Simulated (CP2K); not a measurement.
Consider furan at its PBE geometry (Å).

```xyz
9

C     0.3872    0.9476   -0.1157
C    -0.9364    0.3966   -0.1665
C    -0.8047   -0.9414    0.0722
O     0.5187   -1.2670    0.2691
C     1.2286   -0.0950    0.1488
H     0.6730    1.9835   -0.2591
H    -1.8628    0.9276   -0.3555
H    -1.5038   -1.7667    0.1312
H     2.3002   -0.1852    0.2757
```

Method: CP2K XAS_TDP, all-electron GAPW, PBEh(45%), aug-cc-pVDZ, TDA, GW2X-corrected core level, no relativity.

**Question.** Where do the O K-edge lines lie, and how strong are they?

Leading lines: O4 535.17 eV. The leading line of an atom is its first one with 35 % of the strongest within 2.5 eV of its lowest line over the strength cut. Core ionisation energies at this level: O4 539.45 eV.

The first six lines of each atom with a strength over 0.0015:

```csv
atom,energy (eV),states,"strength, one atom",above the computed threshold
O4 (bonded to 2 C),535.17,1,0.0282,
,538.56,2,0.0135,
,539.20,1,0.0260,
,539.40,1,0.0177,
,540.51,1,0.0153,yes
,540.80,2,0.0019,yes
```

Lines are vertical, at one geometry, with no vibrational structure. GW2X ionisation energies and lines can be off by 1 to 2 eV either way, and a good line position may hide errors that cancel. These values hold no scalar relativity, about 0.4 eV for O 1s. Rydberg lines, and the discretised continuum above threshold, depend on the basis and the box.

[Banner, clock and machine lines of the logs are left out without a mark of their own.]

[Logs are printed without paths, hosts, clocks, repeated set-up lines and the standing remarks that a program may print on its own settings, such as how far it seeks lower states.]

[Hosts, paths, dates, database ids (printed as entryN), source tags and the programs' standing remarks are cut or masked in the printed files.]
